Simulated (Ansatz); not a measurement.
In doubt: masses and optical values from hybrid runs of this build are listed as unsure (in some of the runs), which bears on the screening that GW takes from such a start.

Two G0W0 runs on ZnAs2 (P2_1/c).

The structure is monoclinic, space group P2_1/c (No. 14). The conventional cell has a = 9.287 Å, b = 7.691 Å, c = 8.010 Å, α = 90.00°, β = 102.28°, γ = 90.00°. Nearest to Zn lie 4 As at 2.46 to 2.53 Å. Zn has 4 As at 2.42 to 2.50 Å nearest. Nearest to As lie 2 As at 2.41 to 2.42 Å and 2 Zn at 2.45 to 2.50 Å. Nearest to As lie 2 As at 2.42 to 2.45 Å and 2 Zn at 2.46 to 2.51 Å. Nearest to As lie 2 As at 2.41 Å and 2 Zn at 2.42 to 2.43 Å. Nearest to As lie 2 As at 2.41 to 2.45 Å and 2 Zn at 2.50 to 2.53 Å. Farther neighbours are not listed.

```xyz
24
Lattice="9.2870 0.0000 0.0000 0.0000 7.6910 0.0000 -1.7036 0.0000 7.8267" Properties=species:S:1:pos:R:3 pbc="T T T"
Zn    3.2692    0.7406    1.7274
Zn    5.1660    4.5861    2.1860
Zn    4.3142    6.9504    6.0994
Zn    2.4173    3.1049    5.6407
Zn    0.0772    5.7521    3.0970
Zn    8.3580    1.9066    0.8163
Zn    7.5062    1.9389    4.7297
Zn   -0.7746    5.7844    7.0104
As    1.4977    3.7824    3.4187
As    6.9374    7.6279    0.4946
As    6.0856    3.9086    4.4080
As    0.6459    0.0631    7.3321
As    3.1526    3.2487    1.7422
As    5.2826    7.0942    2.1711
As    4.4307    4.4423    6.0845
As    2.3008    0.5968    5.6556
As   -0.0259    1.9474    3.0673
As    8.4611    5.7929    0.8461
As    7.6093    5.7436    4.7594
As   -0.8777    1.8981    6.9807
As    1.4896    0.1000    3.4007
As    6.9456    3.9455    0.5127
As    6.0938    7.5910    4.4260
As    0.6378    3.7455    7.3141
```

The cell and positions come from the Crystallography Open Database and are kept as given unless a step says otherwise.

The first (Ansatz 0.2.0; start r2SCAN, 2×2×2 mesh, 1464 empty bands, screening to 110 eV, hard PAW files; 1 × NVIDIA GB200 with 32 threads of Arm Neoverse V2, shared host) gave, on its mesh: starting gap 0.49 eV, G0W0 gap 0.89 eV, RPA ε∞ (mean) 20.79, 68 s.

The second changes start from r2SCAN to HSE06. What does it give?

It gave: starting gap 0.93 eV, G0W0 gap 1.10 eV, RPA ε∞ (mean) 11.78, 6.4 min. The G0W0 gap moves by +0.21 eV, +0.44 eV from the start and −0.23 eV from the correction. Σc changes by −0.12 eV at the valence top and +0.03 eV at the conduction bottom, and Σx − Vxc between them by −0.38 eV.

Limits: not at the basis limit; no spin-orbit coupling; coarse k mesh.

[Paths, hosts, dates, memory and timing lines, banners, echoed tables and standing remarks are left out of the program output.]

[Logs are printed without paths, hosts, clocks, repeated set-up lines and the standing remarks that a program may print on its own settings, such as how far it seeks lower states.]

[Runs of the session that timed out or met a known fault of the program may be left out.]

[Cells called generated may have been cut or substituted from an entry of the Crystallography Open Database or the Materials Project.]

[Hosts, paths, dates, database ids (printed as entryN), source tags and the programs' standing remarks are cut or masked in the printed files.]
